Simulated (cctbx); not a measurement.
**Resonant diffraction in LiTlGe2O6**

Space group P2_1/c (no. 14), a = 10.0860 Å, b = 9.4050 Å, c = 5.6690 Å, α = 90.00°, β = 102.91°, γ = 90.00°.

| atom | mult. | x | y | z | Ueq (Å²) |
| --- | --- | --- | --- | --- | --- |
| Tl1 | 4 | 0.7461 | 0.1613 | 0.4676 | 0.0018 |
| Ge1 | 4 | 0.4457 | 0.3384 | 0.1817 | 0.0034 |
| Ge2 | 4 | 0.9543 | 0.8500 | 0.7339 | 0.0039 |
| O1 | 4 | 0.3863 | 0.1892 | 0.3346 | 0.0050 |
| O2 | 4 | 0.3681 | 0.5166 | 0.2517 | 0.0054 |
| O3 | 4 | 0.6306 | 0.3314 | 0.2298 | 0.0061 |
| O4 | 4 | 0.8835 | 0.7918 | 0.9891 | 0.0047 |
| O5 | 4 | 0.8850 | 0.0335 | 0.6737 | 0.0063 |
| O6 | 4 | 0.1388 | 0.8398 | 0.8124 | 0.0057 |
| Li1 | 4 | 0.7424 | 0.9877 | 0.9615 | 0.0065 |

The model was made for the exercise: a known structure type with other elements put in, its volume estimated, not relaxed; displacement parameters are assumed.

Calculated with cctbx: free-atom f′ and f″ from the Sasaki tables, no fine structure; amplitudes in electrons.

```csv
E (eV),F 1 1 0,F 0 1 1,F 1 1 1,F 2 1 1
12058,183.3,168.9,48.2,20.4
12408,176.8,165.7,47.6,15.7
12538,171.9,162.9,47.0,12.6
12598,167.2,160.2,46.4,9.7
12628,162.6,157.4,45.7,7.0
12643,158.0,154.7,45.1,4.5
12650,153.9,152.2,44.5,2.7
12654,149.5,149.5,43.9,2.6
12662,150.9,150.4,44.1,10.6
12666,155.8,153.4,44.8,10.5
12673,160.1,156.0,45.4,11.0
12688,164.8,158.9,46.1,12.2
12718,169.4,161.8,46.8,13.9
12808,175.4,165.6,47.6,16.4
13058,181.4,169.6,48.6,19.1
```

**Question.** Which edge is crossed, and why do the reflections move as they do?

The L3 edge of Tl. The edge is at 12658 eV. f′ of Tl falls from -12.2 e at 12538 eV to -18.7 e at 4 eV below it, and f″ steps from 3.93 to 10.14 e across it. Over that approach |F| changes by -13 % (1 1 0), -8 % (0 1 1), -7 % (1 1 1) and -79 % (2 1 1): a reflection falls where Tl scatters in phase with the total and rises where it scatters against it; it hardly moves where the Tl term is small or cancels by symmetry. Above the edge the larger f″ enters the imaginary part, where it can add to or cancel the other atoms' f″. The structure is centrosymmetric, so Friedel mates stay equal.

[Logs are printed without paths, hosts, clocks, repeated set-up lines and the standing remarks that a program may print on its own settings, such as how far it seeks lower states.]
